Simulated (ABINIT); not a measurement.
# Tellurium (P3_121, 3 atoms a cell): one start, several treatments of the self-energy

How much does the gap of Tellurium (P3_121, 3 atoms a cell) depend on the approximation to the self-energy?

Main program and level: ABINIT 10.8.3; PBE and many-body steps on it, plane waves.

The database entry behind the starting cell differs from later determinations by our own check (inner coordinate of an old entry), so it need not match the best structure at ambient conditions.

### 1. The starting structure

Symmetry: P3_121, No. 152, trigonal system. Conventional cell: a = 4.454 Å, b = 4.454 Å, c = 5.924 Å, α = 90.00°, β = 90.00°, γ = 120.00°. Te has 2 Te at 2.86 Å nearest.

Coordinates:

```cif
data_structure
_symmetry_space_group_name_H-M 'P3_121'
_symmetry_Int_Tables_number 152
_cell_length_a 4.4540
_cell_length_b 4.4540
_cell_length_c 5.9240
_cell_angle_alpha 90.000
_cell_angle_beta 90.000
_cell_angle_gamma 120.000
_cell_volume 101.78
loop_
_atom_site_label
_atom_site_type_symbol
_atom_site_symmetry_multiplicity
_atom_site_Wyckoff_symbol
_atom_site_fract_x
_atom_site_fract_y
_atom_site_fract_z
_atom_site_occupancy
Te1 Te 3 a 0.26900 0.00000 0.33333 1
```

The cell and positions come from the Crystallography Open Database and are kept as given unless a step says otherwise. Spin-orbit coupling is left out unless a step names it.

### 2. Empty states on the mesh, 3×3×2 mesh, 265 bands

This step: ABINIT 10.8.3; DFT, PBE, plane waves, norm-conserving pseudopotentials.

The sums over transitions need many empty states on a uniform mesh; this step solves for them.

Input file run.abi:

```
acell 3*1.0 Angstrom
rprim 
  4.454000000025 -0.000000000006 0.000000000000
  -2.227000000008 3.857277148481 0.000000000000
  0.000000000000 0.000000000000 5.924000000000
ntypat 1
znucl 52
natom 3
typat 1 1 1
xred 
  0.269000000000 0.000000000000 0.333333333333
  0.000000000000 0.269000000000 0.666666666667
  0.731000000000 0.731000000000 -0.000000000000
pp_dirpath "pseudos"
pseudos "Te.upf"
ecut 34
ngkpt 3 3 2
nshiftk 1
shiftk 0 0 0
kptopt 1
chksymbreak 0
iscf -2
irdden 1
istwfk *1
nband 265
nbdbuf 24
tolwfr 1e-09
nstep 60
prtvol 0
indata_prefix "in"
outdata_prefix "out"
tmpdata_prefix "tmp"
```

On the command line:

```
$ OMP_NUM_THREADS=1 mpirun -n 4 abinit run.abi > log
```

Numbers of over 12 decimals in the logs are rounded to 6 here.

Log:

```text
.Version 10.8.3 of ABINIT. v10.8.2 released Aug 2026.

 Symmetries : space group P3_1 2 1 (#152); Bravais hP (primitive hexag.)
[... echo of the input left out ...]
== DATASET  1 ==================================================================
-   mpi_nproc: 4, omp_nthreads: 1 (-1 if OMP is not activated)

--- !DatasetInfo
iteration_state: {dtset: 1, }
dimensions: {natom: 3, nkpt: 6, mband: 265, nsppol: 1, nspinor: 1, nspden: 1, mpw: 6557, }
cutoff_energies: {ecut:  34.0, pawecutdg:  -1.0, }
[...]
3.41131    3.44203    3.45667    3.45667    3.48854    3.53430    3.53431    3.54484
   3.55336    3.55336    3.60476    3.60492    3.60566    3.64154    3.65141    3.66861
   3.67678
 prteigrs : prtvol=0 or 1, do not print more k-points.

== END DATASET(S) ==============================================================
================================================================================

 -outvars: echo values of variables after computation  --------
            nband         265
             nkpt           6
          spgroup         152
 [... the other variables as echoed above ...]

 Calculation completed.
```

It took 2.1 min on 4 MPI ranks of Arm Neoverse V2, shared host; peak memory 0.52 GiB.

This step gave:

| Item | Value |
| --- | --- |
| gap | 0.1739 eV |
| k of the valence top | 0.3333, 0.3333, 0.5 |
| k of the conduction bottom | 0.3333, 0.3333, 0.5 |
| least direct gap | 0.1739 eV |
| k points computed | 6 |
| lowest point of the top converged band, above the valence top | 85.6495 eV |

On this mesh the gap is 0.174 eV.

The density comes from a self-consistent run that is not shown.

### 3. Screening, 3×3×2 mesh, 241 bands, screening to 152.4 eV

The RPA dielectric matrix is built and inverted for each q.

This step: RPA screening on PBE, plane waves, norm-conserving pseudopotentials.

run.abi: that of step 2 with these lines changed.

```diff
@@ -21,10 +21,11 @@
 chksymbreak 0
-iscf -2
-irdden 1
 istwfk *1
-nband 265
-nbdbuf 24
-tolwfr 1e-09
-nstep 60
-prtvol 0
+occopt 1
+irdwfk 1
+optdriver 3
+nband 241
+ecuteps 5.6
+inclvkb 2
+awtr 1
+symchi 1
 indata_prefix "in"
```

Log:

```text
.Version 10.8.3 of ABINIT. v10.8.2 released Aug 2026.

 Symmetries : space group P3_1 2 1 (#152); Bravais hP (primitive hexag.)
[... echo of the input left out ...]
== DATASET  1 ==================================================================
-   mpi_nproc: 4, omp_nthreads: 1 (-1 if OMP is not activated)

--- !DatasetInfo
iteration_state: {dtset: 1, }
dimensions: {natom: 3, nkpt: 6, mband: 241, nsppol: 1, nspinor: 1, nspden: 1, mpw: 6557, }
cutoff_energies: {ecut:  34.0, pawecutdg:  -1.0, }
electrons: {nelect:   4.80000000E+01, charge:   0.00000000E+00, occopt:   1.00000000E+00, tsmear:   1.00000000E-02, }

 SCREENING: Calculation of the susceptibility and dielectric matrices

 Based on a program developped by R.W. Godby, V. Olevano, G. Onida, and L. Reining.
 Incorporated in ABINIT by V. Olevano, G.-M. Rignanese, and M. Torrent.
.Using double precision arithmetic ; gwpc =  8

[... cell and pseudopotentials left out ...]
--------------------------------------------------------------------------------

 ==== K-mesh for the wavefunctions ====
 Number of points in the irreducible wedge :     6
[... list of points left out ...]
 Together with  6 symmetry operations and time-reversal symmetry
 yields    18 points in the full Brillouin Zone.

 ==== Q-mesh for the screening function ====
 Number of points in the irreducible wedge :     6
[... list of points left out ...]
 Together with  6 symmetry operations and time-reversal symmetry
 yields    18 points in the full Brillouin Zone.

 setmesh: FFT mesh size selected  =    27x   27x   45
          total number of points  =        32805

 vcoul_init : cutoff-mode = AUXILIARY_FUNCTION
 q-points for optical limit:   1
     1)      0.000010    0.000020    0.000030

- screening: taking advantage of time-reversal symmetry
- Maximum band index for partially occupied states nbvw = 24
- Remaining bands to be divided among processors   nbcw = 217
- Number of bands treated by each node ~54

 Number of electrons calculated from density =   48.0000; Expected =   48.0000
 average of density, n =  0.069887
 r_s =    1.5060
 omega_plasma =   25.5009 [eV]

 calculating chi0 at frequencies [eV] :
  1    0.000000E+00    0.000000E+00
  2    0.000000E+00    2.550086E+01

--------------------------------------------------------------------------------
  q-point number  1        q = ( 0.000000, 0.000000, 0.000000) [r.l.u.]
--------------------------------------------------------------------------------
[... chi0 elements left out ...]
 For q-point:  0.000010 0.000020 0.000030
  dielectric constant =   1.65851E+03
  dielectric constant without local fields =   2.09901E+03

  Average fulfillment of the sum rule on Im[epsilon] for q-point    1 :     94.16  [%]
[... wings left out ...]
  q-point number  2        q = ( 0.333333, 0.000000, 0.000000) [r.l.u.]
--------------------------------------------------------------------------------
[... chi0 elements left out ...]
  Average fulfillment of the sum rule on Im[epsilon] for q-point    2 :    104.56  [%]

 [... 4 further q-points ...]
```

The job ended after 88 s (4 MPI ranks; peak memory 1.5 GiB; 5.8 min of CPU time).

Numbers from this step:

* ε∞ with local fields, on this mesh, along the program's q direction: 1659
* the same without local fields: 2099
* plasma frequency: 25.50 eV
* plane waves in the screening matrix: 449

Local fields lower ε∞ by 21 %. The value itself is an artefact of the mesh, where one narrow direct gap carries too much weight.

### 4. G0W0, Godby-Needs plasmon pole

The self-energy is evaluated for the states that the input lists, and the levels follow from it, in one-shot runs by the linearised quasiparticle equation.

This step: G0W0 on PBE, plane waves, norm-conserving pseudopotentials.

run.abi: that of step 3 with these lines changed.

```diff
@@ -24,8 +24,17 @@
 irdwfk 1
-optdriver 3
+optdriver 4
 nband 241
+gwcalctyp 0
+ecutsigx 34
+symsigma 1
+nkptgw 2
+kptgw 
+  0.3333333333 0.3333333333 0.5000000000
+  0.0000000000 0.0000000000 0.0000000000
+bdgw 
+  23 27
+  22 26
 ecuteps 5.6
-inclvkb 2
-awtr 1
-symchi 1
+irdscr 1
+ppmodel 1
 indata_prefix "in"
```

Log:

```text
.Version 10.8.3 of ABINIT. v10.8.2 released Aug 2026.

 Symmetries : space group P3_1 2 1 (#152); Bravais hP (primitive hexag.)
[... echo of the input left out ...]
== DATASET  1 ==================================================================
-   mpi_nproc: 4, omp_nthreads: 1 (-1 if OMP is not activated)

--- !DatasetInfo
iteration_state: {dtset: 1, }
dimensions: {natom: 3, nkpt: 6, mband: 241, nsppol: 1, nspinor: 1, nspden: 1, mpw: 6557, }
cutoff_energies: {ecut:  34.0, pawecutdg:  -1.0, }
electrons: {nelect:   4.80000000E+01, charge:   0.00000000E+00, occopt:   1.00000000E+00, tsmear:   1.00000000E-02, }

 SIGMA: Calculation of the GW corrections

 Based on a program developped by R.W. Godby, V. Olevano, G. Onida, and L. Reining.
 Incorporated in ABINIT by V. Olevano, G.-M. Rignanese, and M. Torrent.
.Using double precision arithmetic ; gwpc =  8

[... cell and pseudopotentials left out ...]
--------------------------------------------------------------------------------

 ==== K-mesh for the wavefunctions ====
 Number of points in the irreducible wedge :     6
[... list of points left out ...]
 Together with  6 symmetry operations and time-reversal symmetry
 yields    18 points in the full Brillouin Zone.

 ==== Q-mesh for screening function ====
 Number of points in the irreducible wedge :     6
[... list of points left out ...]
 Together with  6 symmetry operations and time-reversal symmetry
 yields    18 points in the full Brillouin Zone.

 vcoul_init : cutoff-mode = AUXILIARY_FUNCTION
 q-points for optical limit:   1
     1)      0.000010    0.000020    0.000030
 setmesh: FFT mesh size selected  =    40x   40x   60
          total number of points  =        96000

 Number of electrons calculated from density =   48.0000; Expected =   48.0000
 average of density, n =  0.069887
 r_s =    1.5060
 omega_plasma =   25.5009 [eV]

 === KS Band Gaps ===
  >>>> For spin  1
   Minimum direct gap =   0.1738 [eV], located at k-point      :   0.3333  0.3333  0.5000
   Fundamental gap    =   0.1738 [eV], Top of valence bands at :   0.3333  0.3333  0.5000
                                       Bottom of conduction at :   0.3333  0.3333  0.5000
 SIGMA fundamental parameters:
 PLASMON POLE MODEL  1
 number of plane-waves for SigmaX                 6557
 number of plane-waves for SigmaC and W            449
 number of plane-waves for wavefunctions          6557
 number of bands                                   241
 number of independent spin polarizations            1
 number of spinorial components                      1
 number of k-points in IBZ                           6
 number of q-points in IBZ                           6
 number of symmetry operations                       6
 number of k-points in BZ                           18
 number of q-points in BZ                           18
 number of frequencies for dSigma/dE                 9
 frequency step for dSigma/dE [eV]                0.25
 number of omega for Sigma on real axis              0
 max omega for Sigma on real axis  [eV]           0.00
 zcut for avoiding poles [eV]                     0.10

 EPSILON^-1 parameters (SCR file):
 dimension of the eps^-1 matrix on file            449
 dimension of the eps^-1 matrix used               449
 number of plane-waves for wavefunctions          6557
 number of bands                                   241
 number of q-points in IBZ                           6
 number of frequencies                               2
 number of real frequencies                          1
 number of imag frequencies                          1

 matrix elements of self-energy operator (all in [eV])

 Perturbative Calculation

--- !SelfEnergy_ee
iteration_state: {dtset: 1, }
kpoint     : [   0.333,    0.333,    0.500, ]
spin       : 1
KS_gap     :    0.174
QP_gap     :    0.497
Delta_QP_KS:    0.324
data: !SigmaeeData |
     Band     E0 <VxcDFT>   SigX SigC(E0)      Z dSigC/dE  Sig(E)    E-E0       E
       23   4.683 -12.381 -14.438   1.083   0.784  -0.275 -13.145  -0.763   3.920
       24   4.683 -12.381 -14.438   1.083   0.784  -0.275 -13.145  -0.763   3.920
       25   4.857 -11.885  -9.305  -3.139   0.786  -0.272 -12.324  -0.440   4.417
       26   6.003 -11.851  -9.094  -3.334   0.786  -0.273 -12.305  -0.453   5.550
       27   6.003 -11.851  -9.094  -3.334   0.786  -0.273 -12.305  -0.453   5.550

--- !SelfEnergy_ee
iteration_state: {dtset: 1, }
kpoint     : [   0.000,    0.000,    0.000, ]
spin       : 1
KS_gap     :    1.861
QP_gap     :    2.145
Delta_QP_KS:    0.285
data: !SigmaeeData |
     Band     E0 <VxcDFT>   SigX SigC(E0)      Z dSigC/dE  Sig(E)    E-E0       E
       22   3.007 -11.477 -14.257   1.824   0.776  -0.288 -12.219  -0.742   2.265
       23   3.007 -11.477 -14.257   1.824   0.776  -0.288 -12.219  -0.742   2.265
       24   3.836 -11.708 -14.430   1.693   0.779  -0.284 -12.509  -0.801   3.034
       25   5.696 -12.128  -9.580  -3.208   0.782  -0.279 -12.644  -0.517   5.179
       26   5.696 -12.128  -9.580  -3.208   0.782  -0.279 -12.644  -0.517   5.179

== END DATASET(S) ==============================================================
================================================================================

 -outvars: echo values of variables after computation  --------
           etotal      0.0000000000E+00
            nband         241
             nkpt           6
          spgroup         152
 [... the other variables as echoed above ...]

 Calculation completed.
```

It took 35 s on 4 MPI ranks; peak memory 1.5 GiB; 2.4 min of CPU time.

This step gave:

| Property | Result |
| --- | --- |
| G0W0 gap on the points computed | 0.4970 eV |
| starting gap on the mesh | 0.1739 eV |
| k of the valence top | 0.3333, 0.3333, 0.5 |
| k of the conduction bottom | 0.3333, 0.3333, 0.5 |
| Z at the valence top | 0.784 |
| Z at the conduction bottom | 0.786 |
| least direct G0W0 gap on the computed points | 0.4970 eV |

The gap on the mesh goes from 0.17 eV to 0.50 eV, a correction of +0.32 eV.

### 5. G0W0, Hybertsen-Louie plasmon pole

run.abi: that of step 4 with these lines changed.

```diff
@@ -38,3 +38,3 @@
 irdscr 1
-ppmodel 1
+ppmodel 2
 indata_prefix "in"
```

Log:

```text
.Version 10.8.3 of ABINIT. v10.8.2 released Aug 2026.

 Symmetries : space group P3_1 2 1 (#152); Bravais hP (primitive hexag.)
[... echo of the input left out ...]
== DATASET  1 ==================================================================
-   mpi_nproc: 4, omp_nthreads: 1 (-1 if OMP is not activated)

--- !DatasetInfo
iteration_state: {dtset: 1, }
dimensions: {natom: 3, nkpt: 6, mband: 241, nsppol: 1, nspinor: 1, nspden: 1, mpw: 6557, }
cutoff_energies: {ecut:  34.0, pawecutdg:  -1.0, }
electrons: {nelect:   4.80000000E+01, charge:   0.00000000E+00, occopt:   1.00000000E+00, tsmear:   1.00000000E-02, }

 SIGMA: Calculation of the GW corrections

 Based on a program developped by R.W. Godby, V. Olevano, G. Onida, and L. Reining.
 Incorporated in ABINIT by V. Olevano, G.-M. Rignanese, and M. Torrent.
.Using double precision arithmetic ; gwpc =  8

[... cell and pseudopotentials left out ...]
--------------------------------------------------------------------------------

 ==== K-mesh for the wavefunctions ====
 Number of points in the irreducible wedge :     6
[... list of points left out ...]
 Together with  6 symmetry operations and time-reversal symmetry
 yields    18 points in the full Brillouin Zone.

 ==== Q-mesh for screening function ====
 Number of points in the irreducible wedge :     6
[... list of points left out ...]
 Together with  6 symmetry operations and time-reversal symmetry
 yields    18 points in the full Brillouin Zone.

 vcoul_init : cutoff-mode = AUXILIARY_FUNCTION
 q-points for optical limit:   1
     1)      0.000010    0.000020    0.000030
 setmesh: FFT mesh size selected  =    40x   40x   60
          total number of points  =        96000

 Number of electrons calculated from density =   48.0000; Expected =   48.0000
[...]
number of omega for Sigma on real axis              0
 max omega for Sigma on real axis  [eV]           0.00
 zcut for avoiding poles [eV]                     0.10

 EPSILON^-1 parameters (SCR file):
 dimension of the eps^-1 matrix on file            449
 dimension of the eps^-1 matrix used               449
 number of plane-waves for wavefunctions          6557
 number of bands                                   241
 number of q-points in IBZ                           6
 number of frequencies                               2
 number of real frequencies                          1
 number of imag frequencies                          1

 matrix elements of self-energy operator (all in [eV])

 Perturbative Calculation

--- !SelfEnergy_ee
iteration_state: {dtset: 1, }
kpoint     : [   0.333,    0.333,    0.500, ]
spin       : 1
KS_gap     :    0.174
QP_gap     :    0.469
Delta_QP_KS:    0.295
data: !SigmaeeData |
     Band     E0 <VxcDFT>   SigX SigC(E0)      Z dSigC/dE  Sig(E)    E-E0       E
       23   4.683 -12.381 -14.438   0.771   0.835  -0.197 -13.455  -1.074   3.610
       24   4.683 -12.381 -14.438   0.771   0.835  -0.197 -13.455  -1.074   3.610
       25   4.857 -11.885  -9.305  -3.511   0.836  -0.196 -12.663  -0.779   4.078
[...]
--- !SelfEnergy_ee
iteration_state: {dtset: 1, }
kpoint     : [   0.000,    0.000,    0.000, ]
spin       : 1
KS_gap     :    1.861
QP_gap     :    2.216
Delta_QP_KS:    0.356
data: !SigmaeeData |
     Band     E0 <VxcDFT>   SigX SigC(E0)      Z dSigC/dE  Sig(E)    E-E0       E
[...]
25   5.696 -12.128  -9.580  -3.510   0.834  -0.199 -12.931  -0.803   4.893
       26   5.696 -12.128  -9.580  -3.510   0.834  -0.199 -12.931  -0.803   4.893

== END DATASET(S) ==============================================================
================================================================================

 -outvars: echo values of variables after computation  --------
           etotal      0.0000000000E+00
            nband         241
             nkpt           6
          spgroup         152
 [... the other variables as echoed above ...]

 Calculation completed.
```

It took 34 s on 4 MPI ranks; peak memory 1.4 GiB; 2.3 min of CPU time.

This step gave:

| Item | Value |
| --- | --- |
| G0W0 gap on the points computed | 0.4680 eV |
| starting gap on the mesh | 0.1739 eV |
| k of the valence top | 0.3333, 0.3333, 0.5 |
| k of the conduction bottom | 0.3333, 0.3333, 0.5 |
| Z at the valence top | 0.835 |
| Z at the conduction bottom | 0.836 |
| least direct G0W0 gap on the computed points | 0.4680 eV |

Against G0W0 in ABINIT (3×3×2 mesh, 241 bands, screening to 152.4 eV, Godby-Needs plasmon pole), the gap moves by −0.029 eV.

### 6. G0W0, von der Linden-Horsch plasmon pole

run.abi: that of step 5 with these lines changed.

```diff
@@ -38,3 +38,3 @@
 irdscr 1
-ppmodel 2
+ppmodel 3
 indata_prefix "in"
```

Log:

```text
.Version 10.8.3 of ABINIT. v10.8.2 released Aug 2026.

 Symmetries : space group P3_1 2 1 (#152); Bravais hP (primitive hexag.)
[... echo of the input left out ...]
== DATASET  1 ==================================================================
-   mpi_nproc: 4, omp_nthreads: 1 (-1 if OMP is not activated)

--- !DatasetInfo
iteration_state: {dtset: 1, }
dimensions: {natom: 3, nkpt: 6, mband: 241, nsppol: 1, nspinor: 1, nspden: 1, mpw: 6557, }
cutoff_energies: {ecut:  34.0, pawecutdg:  -1.0, }
[...]
Band     E0 <VxcDFT>   SigX SigC(E0)      Z dSigC/dE  Sig(E)    E-E0       E
[...]
25   5.696 -12.128  -9.580  -3.627   0.835  -0.197 -13.030  -0.902   4.794
       26   5.696 -12.128  -9.580  -3.627   0.835  -0.197 -13.030  -0.902   4.794

== END DATASET(S) ==============================================================
================================================================================

 -outvars: echo values of variables after computation  --------
           etotal      0.0000000000E+00
            nband         241
             nkpt           6
          spgroup         152
 [... the other variables as echoed above ...]

 Calculation completed.
```

It took 14 s on 4 MPI ranks; peak memory 1.4 GiB; 57 s of CPU time.

This step gave:

```yaml
g0w0_gap_on_the_points_computed: 0.5090 eV
starting_gap_on_the_mesh: 0.1739 eV
k_of_the_valence_top: 0.3333, 0.3333, 0.5
k_of_the_conduction_bottom: 0.3333, 0.3333, 0.5
least_direct_g0w0_gap_on_the_computed_points: 0.5090 eV
```

Against G0W0 in ABINIT (3×3×2 mesh, 241 bands, screening to 152.4 eV, Godby-Needs plasmon pole), the gap moves by +0.012 eV.

[end of part 1 of 2]

[Paths, hosts, dates, memory and timing lines, banners, echoed tables and standing remarks are left out of the program output.]

[Logs are printed without paths, hosts, clocks, repeated set-up lines and the standing remarks that a program may print on its own settings, such as how far it seeks lower states.]

[Runs of the session that timed out or met a known fault of the program may be left out.]

[No measured gap is set beside runs whose start may be inverted or whose files or cutoffs have a known fault.]

[Hosts, paths, dates, database ids (printed as entryN), source tags and the programs' standing remarks are cut or masked in the printed files.]

[G0W0 gaps are taken among the corrected bands and points alone; a level outside them can change the order at an edge.]

[Where Ansatz stands beside ABINIT at settings called matched, ABINIT's density can come from a denser mesh and the files from another edition; pairs whose starting gaps differed by over 0.03 eV were left out, so agreement reads better than it is.]
